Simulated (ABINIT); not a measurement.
Entries from a set of simulations; values are calculated unless marked as measured.

```
A GW chain in ABINIT: BAs (F-43m)
1.0
     0.00000    2.38850    2.38850
     2.38850    0.00000    2.38850
     2.38850    2.38850    0.00000
B As
1 1
Direct
  0.00000 0.00000 0.00000
  0.25000 0.25000 0.25000
# method: RPA screening on PBE with spin-orbit coupling, plane waves, norm-conserving pseudopotentials (and 2 further levels or steps)
# program: ABINIT 10.8.3
# settings: cutoff 44 Ha, PseudoDojo fully relativistic 0.4 stringent, norm-conserving, ngkpt (6, 6, 6), nband 130, ecuteps 5.5 Ha, shiftk (0, 0, 0), symchi 1, awtr 1, frequency ppm, 6×6×6 k-mesh
# cost: 5 runs, 33 min in all on 4 MPI ranks of Arm Neoverse N1, shared host
# notes: The program’s warnings: Neglecting <n,k|[Vnl,iqr]|m,k>. The cell and positions come from the Crystallography Open Database and are kept as given unless a step says otherwise. Limits: screening head approximate.
# PBE gap: 1.14 eV, indirect
# G0W0 gap on the mesh: 1.74 eV
# G0W0 gap over the zone (rigid shift): 1.65 eV
# GW settings: 6×6×6 mesh, 130 bands, screening to 149.7 eV, Godby-Needs plasmon pole
# known limits: short of the basis limit; screening head approximate
```

[Long decimals in the printed logs are rounded to 6 places.]

[Logs are printed without paths, hosts, clocks, repeated set-up lines and the standing remarks that a program may print on its own settings, such as how far it seeks lower states.]

[Paths, hosts, dates, memory and timing lines, banners, echoed tables and standing remarks are left out of the program output; an Ansatz launch command may be rebuilt from the run's recorded settings. Measured values are a selection of at most five: reports struck by readers or far from the other reports are left out. None is set beside runs whose start may be inverted or whose files or cutoffs have a known fault.]

[Runs of the session that timed out or met a known fault of the program may be left out.]

[Hosts, paths, dates, database ids (printed as entryN), source tags and the programs' standing remarks are cut or masked in the printed files.]

[G0W0 gaps are taken among the corrected bands and points alone; a level outside them can change the order at an edge.]

[Where Ansatz stands beside ABINIT at settings called matched, ABINIT's density can come from a denser mesh and the files from another edition; pairs whose starting gaps differed by over 0.03 eV were left out, so agreement reads better than it is.]
